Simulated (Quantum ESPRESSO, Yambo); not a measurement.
Planning a run of Yambo 5.3.0 on TiO2 (Anatase). The input:

```
HF_and_locXC
gw0
dyson
ppa
em1d
rim_cut
RandQpts= 1000000
RandGvec= 1 RL
EXXRLvcs= 76 Ry
VXCRLvcs= 304 Ry
Chimod= "HARTREE"
% BndsRnXp
 1 | 59 |
%
NGsBlkXp= 9 Ry
% LongDrXp
 1 | 1 | 1 |
%
% GbndRnge
 1 | 59 |
%
DysSolver= "n"
ExtendOut
PPAPntXp= 27.21138 eV
% QPkrange
 3 | 3 | 23 | 26 |
 1 | 1 | 23 | 26 |
 9 | 9 | 23 | 26 |
%
```

```sh
OMP_NUM_THREADS=2 mpirun -n 2 yambo -F gw2.in -J gw2 -C gw2 > gw2.log
```

The stored states that it reads are on a 4×4×4 mesh. It takes space group I4_1/amd (No. 141, tetragonal). The conventional cell has a = 3.784 Å, b = 3.784 Å, c = 9.515 Å, α = 90.00°, β = 90.00°, γ = 90.00°. Ti has 6 O at 1.93 to 1.98 Å nearest. O has 3 Ti at 1.93 to 1.98 Å nearest. Farther neighbours and most contacts between anions are not listed.

**Question.** How long will it take on 2 MPI ranks of Arm Neoverse V1, shared host, and how much memory?

It took 3.9 min; on shared hardware allow 1.9 min to 7.8 min. Peak host memory was 2.1 GiB.

The screening grows as filled bands × empty bands × pairs of k points, times the square of the screening basis for the matrix.

[Paths, hosts, dates, memory and timing lines, banners, echoed tables and standing remarks are left out of the program output.]

[Logs are printed without paths, hosts, clocks, repeated set-up lines and the standing remarks that a program may print on its own settings, such as how far it seeks lower states.]

[Runs of the session that timed out or met a known fault of the program may be left out.]

[Hosts, paths, dates, database ids (printed as entryN), source tags and the programs' standing remarks are cut or masked in the printed files.]
